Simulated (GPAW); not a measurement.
## How GaCo absorbs and reflects light

Aim: the dielectric function of GaCo, and the optical constants that follow from it.

Main program and level: GPAW 26.7.0; DFT, PBE, plane-wave PAW (GPAW data sets), scalar-relativistic, RPA, optical limit.

**1. The starting structure**

It takes space group Pm-3m (No. 221, cubic). The conventional cell has a = 2.878 Å, b = 2.878 Å, c = 2.878 Å, α = 90.00°, β = 90.00°, γ = 90.00°. Nearest to Ga lie 8 Co at 2.49 Å. Co has 8 Ga at 2.49 Å nearest. Farther neighbours are not listed.

**2. Ground state**

The self-consistent density comes first; it also tells whether there is a gap, which decides the occupations and the need for a Drude term.

This step: DFT, PBE, plane-wave PAW (GPAW data sets), scalar-relativistic, ground state (GPAW 26.7.0).

Input file gs.py:

```python
from ase import Atoms
from ase.dft.bandgap import bandgap
from gpaw import GPAW, PW, FermiDirac

atoms = Atoms(['Ga', 'Co'],
              cell=[[2.878000000000, 0.000000000000, 0.000000000000],
                    [0.000000000000, 2.878000000000, 0.000000000000],
                    [0.000000000000, 0.000000000000, 2.878000000000]],
              scaled_positions=[[0.500000000000, 0.500000000000, 0.500000000000],
                                [0.000000000000, 0.000000000000, 0.000000000000]],
              pbc=[True, True, True])
atoms.calc = GPAW(mode=PW(500), xc='PBE', kpts={'size': (8, 8, 8), 'gamma': True},
                  occupations=FermiDirac(0.05), maxiter=150, txt='gs.txt')
print('energy (eV)', atoms.get_potential_energy())
print('Fermi level (eV)', atoms.calc.get_fermi_level())
print('valence electrons', atoms.calc.get_number_of_electrons())
print('gap (eV)', bandgap(atoms.calc, output=None)[0])
print('direct gap (eV)', bandgap(atoms.calc, direct=True, output=None)[0])
atoms.calc.write('gs.gpw')
```

Command:

```sh
> OMP_NUM_THREADS=1 python gs.py
```

Numbers of over 12 decimals in the logs are rounded to 6 here.

The log of the run:

```text
__  _  _
 | _ |_)|_||  |
 |__||  | ||/\| - 26.7.0

Versions:
  Python: 3.12.14
  ASE:    3.29.0
  Numpy:  2.5.5
  Scipy:  1.18.1
  Libxc:  7.0.0

Input parameters:
  mode=PW(ecut=500.0),
  kpts=MonkhorstPack(size=(8, 8, 8), gamma=True),
  maxiter=150,
  occupations=Occupations(name='fermi-dirac', width=0.05, fixmagmom=False),
  xc=XC(name='PBE')

Diagonalizing LCAO Hamiltonian
Converting LCAO to pw mode
   .------.
  /|      |
 * |      |
 | | Ga   |
 | .------.
 |/      /
 Co-----*

Atoms  # Å, Bohr magnetons
|   | symbol |        x |        y |        z |    initial magnetic moments |
| 0 |     Ga | 1.439000 | 1.439000 | 1.439000 | ( 0.0000,  0.0000,  0.0000) |
| 1 |     Co | 0.000000 | 0.000000 | 0.000000 | ( 0.0000,  0.0000,  0.0000) |

Unit cell  # Å
| periodic |        x |        y |        z |  lengths |    angles |
|      yes | 2.878000 | 0.000000 | 0.000000 | 2.878000 | 90.000000 |
|      yes | 0.000000 | 2.878000 | 0.000000 | 2.878000 | 90.000000 |
|      yes | 0.000000 | 0.000000 | 2.878000 | 2.878000 | 90.000000 |

Number of symmetries: 48
Symmetry operations  # r_c * U_cc + t_c -> r_c
|    | kind |            matrix            |
|  0 |  E   |  1, 0, 0,  0, 1, 0,  0, 0, 1 |
|  1 |  σ   |  1, 0, 0,  0, 1, 0,  0, 0,-1 |
|  2 |  σ   |  1, 0, 0,  0, 0, 1,  0, 1, 0 |
|  3 |  C4  |  1, 0, 0,  0, 0, 1,  0,-1, 0 |
|  4 |  C4  |  1, 0, 0,  0, 0,-1,  0, 1, 0 |
|  5 |  σ   |  1, 0, 0,  0, 0,-1,  0,-1, 0 |
|  6 |  σ   |  1, 0, 0,  0,-1, 0,  0, 0, 1 |
|  7 |  C2  |  1, 0, 0,  0,-1, 0,  0, 0,-1 |
|  8 |  σ   |  0, 1, 0,  1, 0, 0,  0, 0, 1 |
|  9 |  C2  |  0, 1, 0,  1, 0, 0,  0, 0,-1 |
| 10 |  C3  |  0, 1, 0,  0, 0, 1,  1, 0, 0 |
| 11 |  S6  |  0, 1, 0,  0, 0, 1, -1, 0, 0 |
| 12 |  S6  |  0, 1, 0,  0, 0,-1,  1, 0, 0 |
| 13 |  C3  |  0, 1, 0,  0, 0,-1, -1, 0, 0 |
| 14 |  C4  |  0, 1, 0, -1, 0, 0,  0, 0, 1 |
| 15 |  S4  |  0, 1, 0, -1, 0, 0,  0, 0,-1 |
| 16 |  C3  |  0, 0, 1,  1, 0, 0,  0, 1, 0 |
| 17 |  S6  |  0, 0, 1,  1, 0, 0,  0,-1, 0 |
| 18 |  σ   |  0, 0, 1,  0, 1, 0,  1, 0, 0 |
| 19 |  C4  |  0, 0, 1,  0, 1, 0, -1, 0, 0 |
| 20 |  C2  |  0, 0, 1,  0,-1, 0,  1, 0, 0 |
| 21 |  S4  |  0, 0, 1,  0,-1, 0, -1, 0, 0 |
| 22 |  S6  |  0, 0, 1, -1, 0, 0,  0, 1, 0 |
| 23 |  C3  |  0, 0, 1, -1, 0, 0,  0,-1, 0 |
| 24 |  S6  |  0, 0,-1,  1, 0, 0,  0, 1, 0 |
| 25 |  C3  |  0, 0,-1,  1, 0, 0,  0,-1, 0 |
| 26 |  C4  |  0, 0,-1,  0, 1, 0,  1, 0, 0 |
| 27 |  σ   |  0, 0,-1,  0, 1, 0, -1, 0, 0 |
| 28 |  S4  |  0, 0,-1,  0,-1, 0,  1, 0, 0 |
| 29 |  C2  |  0, 0,-1,  0,-1, 0, -1, 0, 0 |
| 30 |  C3  |  0, 0,-1, -1, 0, 0,  0, 1, 0 |
| 31 |  S6  |  0, 0,-1, -1, 0, 0,  0,-1, 0 |
| 32 |  C4  |  0,-1, 0,  1, 0, 0,  0, 0, 1 |
| 33 |  S4  |  0,-1, 0,  1, 0, 0,  0, 0,-1 |
| 34 |  S6  |  0,-1, 0,  0, 0, 1,  1, 0, 0 |
| 35 |  C3  |  0,-1, 0,  0, 0, 1, -1, 0, 0 |
| 36 |  C3  |  0,-1, 0,  0, 0,-1,  1, 0, 0 |
| 37 |  S6  |  0,-1, 0,  0, 0,-1, -1, 0, 0 |
| 38 |  σ   |  0,-1, 0, -1, 0, 0,  0, 0, 1 |
| 39 |  C2  |  0,-1, 0, -1, 0, 0,  0, 0,-1 |
| 40 |  σ   | -1, 0, 0,  0, 1, 0,  0, 0, 1 |
| 41 |  C2  | -1, 0, 0,  0, 1, 0,  0, 0,-1 |
| 42 |  C2  | -1, 0, 0,  0, 0, 1,  0, 1, 0 |
| 43 |  S4  | -1, 0, 0,  0, 0, 1,  0,-1, 0 |
| 44 |  S4  | -1, 0, 0,  0, 0,-1,  0, 1, 0 |
| 45 |  C2  | -1, 0, 0,  0, 0,-1,  0,-1, 0 |
| 46 |  C2  | -1, 0, 0,  0,-1, 0,  0, 0, 1 |
| 47 |  i   | -1, 0, 0,  0,-1, 0,  0, 0,-1 |

BZ-sampling:
  Number of BZ points: 512
  Number of IBZ points: 35

  Monkhorst-Pack size: [8, 8, 8]
  Monkhorst-Pack shift: [0.0625, 0.0625, 0.0625]

K-points  # in reciprocal-cell coordinates
|     |                                coordinates |     weight |
|   0 | (  0.00000000,   0.00000000,   0.00000000) | 0.00195312 |
|   1 | (  0.12500000,   0.00000000,   0.00000000) | 0.01171875 |
|   2 | (  0.12500000,   0.12500000,   0.00000000) | 0.02343750 |
|   3 | (  0.12500000,   0.12500000,   0.12500000) | 0.01562500 |
|   4 | (  0.25000000,   0.00000000,   0.00000000) | 0.01171875 |
|   5 | (  0.25000000,   0.12500000,   0.00000000) | 0.04687500 |
|   6 | (  0.25000000,   0.12500000,   0.12500000) | 0.04687500 |
|   7 | (  0.25000000,   0.25000000,   0.00000000) | 0.02343750 |
|   8 | (  0.25000000,   0.25000000,   0.12500000) | 0.04687500 |
|   9 | (  0.25000000,   0.25000000,   0.25000000) | 0.01562500 |
| ... |                                            |            |
|  34 | (  0.50000000,   0.50000000,   0.50000000) | 0.00195312 |

Plane wave coefficients: 624
Cutoff: 500.0 eV

Spin-components: 1 (collinear spins)
Bands:           12
Projectors:      11
Spin-degeneracy: 2
Datatype:        complex128

Parallelization:
  kpt:    1
  domain: 1
  band:   1

Density:
  Valence electrons: 12.0
  Components: 1
  Grid points: [15 15 15]
  Charge: 0.0  # |e|

Potential:
  Grid points: [15 15 15]

species:
  Ga:
    name:    Gallium
    id:
    Z:       31.0
    valence: 3
    core:    28
    charge:  0.0  # [|e|]
    compensation charges:
      type: gauss
      rc: 0.37  # [Å]
      lmax: 2
    cutoffs:
      filter: 2.06  # [Å]
      core: 4.17  # [Å]
    projectors
    | kind |    occ | energy [eV] | rcut [Å] |
    |   4s |  2.000 |      -8.945 |    1.164 |
    |   4p |  1.000 |      -2.580 |    1.164 |
    |    s |        |      18.266 |    1.164 |
    |    p |        |      24.631 |    1.164 |
    |    d |        |       0.000 |    1.164 |

    Using partial waves for Ga as LCAO basis

  Co:
    name:    Cobalt
    id:
    Z:       27.0
    valence: 9
    core:    18
    charge:  0.0  # [|e|]
    compensation charges:
      type: gauss
      rc: 0.32  # [Å]
      lmax: 2
    cutoffs:
      filter: 1.87  # [Å]
      core: 2.55  # [Å]
    projectors
    | kind |    occ | energy [eV] | rcut [Å] |
    |   4s |  2.000 |      -5.469 |    1.005 |
    |   4p |  0.000 |      -1.277 |    1.058 |
    |   3d |  7.000 |      -8.205 |    1.005 |
    |    s |        |      21.742 |    1.005 |
    |    p |        |      25.934 |    1.058 |
    |    d |        |      19.007 |    1.005 |

    Using partial waves for Co as LCAO basis

Reference energy: -90787.381435  # eV

eigensolver:
  PPCG
  Converge bands: occupied
  niter=2

density mixing:
  MSR1-Mixer
  Pratt-step length: 0.05
  Maximum mixing coefficient: 0.75
  Old densities: 10
  SVD Regularization: 0.005
  Good broyden scale: 1.0
  Trust region scale: 1.0
  Backstep threshold: 4.0
  History deletion threshold: 6.0
  Fourier metric: weight=20.0, sigma=0.015

occupation numbers:
  Fermi-Dirac:
    width: 0.0500  # eV

poisson solver:
  ecut: 4000.0  # eV

xc functional:
  name: PBE with 2 nearest neighbor stencil

convergence criteria:
- Maximum [total energy] change in last 3 cyles: 0.0005 eV / valence electron
- Maximum integral of absolute [dens]ity change: 0.0001 electrons / valence electron
- Maximum integral of absolute [eigenst]ate change: 4e-08 eV^2 / valence electron
maximum number of iterations: 150

SCF iterations
|iter     |      energy | eigst |  dens |
|iter:   1||  -12.206521 | +0.33 |       |
|iter:   2||  -11.909566 | -1.68 | -0.97 |
|iter:   3||  -11.648916 | -1.62 | -1.11 |
|iter:   4||  -11.619836 | -3.32 | -1.42 |
|iter:   5||  -11.599800 | -2.94 | -1.57 |
|iter:   6||  -11.600689 | -4.00 | -2.21 |
|iter:   7||  -11.600912c| -4.44 | -2.41 |
|iter:   8||  -11.600913c| -6.35 | -3.75 |
|iter:   9||  -11.600913c| -7.52c| -4.33c|

Converged in 9 steps
SCF loop duration: 3.910 s (0.434 s/step)
Energy contributions relative to reference atoms: (reference = -90787.381435)

Energy contributions:
  Kinetic:          32.912145
  Coulomb:         -26.213968
  Zero:              0.129804
  External:          0.000000
  Xc:              -18.422409
  Entropy:          -0.012969
  Spinorbit:         0.000000
  ----------------------------
  Free energy:     -11.607398
  Extrapolated:    -11.600913

dipole moment: (-7.695488, -7.695488, -7.695488)  # |e|*Ang

Fermi level: 10.540
Eigenvalues  # (at kpt = [0.000, 0.000, 0.000])
| band index |      eig [eV] | occ [0-2] |
|          0 |        -1.630 |     2.000 |
|          1 |         7.907 |     2.000 |
|          2 |         7.907 |     2.000 |
|          3 |         9.789 |     2.000 |
|          4 |         9.789 |     2.000 |
|          5 |         9.789 |     2.000 |
|          6 |        15.712 |     0.000 |
|          7 |        15.712 |     0.000 |
|          8 |        15.712 |     0.000 |
|          9 |        21.312 |     0.000 |
|         10 |        21.312 |     0.000 |
|         11 |        23.032 |     0.000 |

No gap
No difference between direct/indirect transitions

--- standard output ---
energy (eV) -11.600913
Fermi level (eV) 10.539643
valence electrons 12.0
gap (eV) 0.0
direct gap (eV) 0.0
```

The job ended after 5.6 s (1 thread of Arm Neoverse V1, shared host; peak memory 0.13 GiB).

This run has no spin polarisation, although Co can carry a moment.

Read-outs, printed or worked out from the files:

| Item | Value |
| --- | --- |
| energy | -11.60 eV |
| Fermi energy | 10.54 eV |
| electrons | 12 |

There are states at the Fermi level within the smearing, so the occupations stay smeared and the carriers get a Drude term.

**3. Bands for the response**

At the fixed density, many empty bands are solved on the mesh of the response, since the spectrum sums over them.

This step: DFT, PBE, plane-wave PAW (GPAW data sets), scalar-relativistic, bands at fixed density (GPAW 26.7.0).

Input file nscf.py:

```python
from ase.dft.bandgap import bandgap
from gpaw import GPAW, FermiDirac

calc = GPAW('gs.gpw').fixed_density(kpts={'size': (15, 15, 15), 'gamma': True}, nbands=32, convergence={'bands': 26},
                                    occupations=FermiDirac(0.05), txt='nscf.txt')
print('gap (eV)', bandgap(calc, output=None)[0])
print('direct gap (eV)', bandgap(calc, direct=True, output=None)[0])
print('top band over the Fermi level (eV)', min(calc.get_eigenvalues(kpt=k)[25] for k in range(len(calc.get_ibz_k_points()))) - calc.get_fermi_level())
calc.write('full.gpw', mode='all')
```

Command:

```sh
> OMP_NUM_THREADS=1 python nscf.py
```

The log of the run:

```text
Diagonalizing LCAO Hamiltonian
Converting LCAO to pw mode
convergence criteria:
- Maximum integral of absolute [eigenst]ate change: 4e-08 eV^2 / valence electron
maximum number of iterations: 150

SCF iterations
|iter     |      energy | eigst |  dens |
|iter:   1||             | +3.04 |       |
|iter:   2||             | +1.06 |       |
|iter:   3||             | +0.35 |       |
|iter:   4||             | -1.71 |       |
|iter:   5||             | -3.00 |       |
|iter:   6||             | -4.55 |       |
|iter:   7||             | -5.48 |       |
|iter:   8||             | -6.18 |       |
|iter:   9||             | -6.86 |       |
|iter:  10||             | -7.32 |       |
|iter:  11||             | -7.63c|       |
SCF steps: 11
  __  _  _
 | _ |_)|_||  |
 |__||  | ||/\| - 26.7.0

Versions:
  Python: 3.12.14
  ASE:    3.29.0
  Numpy:  2.5.5
  Scipy:  1.18.1
  Libxc:  7.0.0

Input parameters:
  mode=PW(ecut=500.0),
  convergence={'bands': 26},
  gpts=array([15, 15, 15]),
  kpts=MonkhorstPack(size=(15, 15, 15), gamma=True),
  maxiter=150,
  nbands=32,
  occupations=Occupations(name='fermi-dirac', width=0.05, fixmagmom=False),
  parallel={},
  xc=XC(name='PBE')

--- standard output ---
gap (eV) 0.0
direct gap (eV) 0.0
top band over the Fermi level (eV) 31.466273
```

Elapsed: 39 s, on 1 thread; peak memory 0.18 GiB.

[end of part 1 of 2]

[Machine, clock and banner lines and Python warnings are left out of the logs.]

[Logs are printed without paths, hosts, clocks, repeated set-up lines and the standing remarks that a program may print on its own settings, such as how far it seeks lower states.]

[Hosts, paths, dates, database ids (printed as entryN), source tags and the programs' standing remarks are cut or masked in the printed files.]
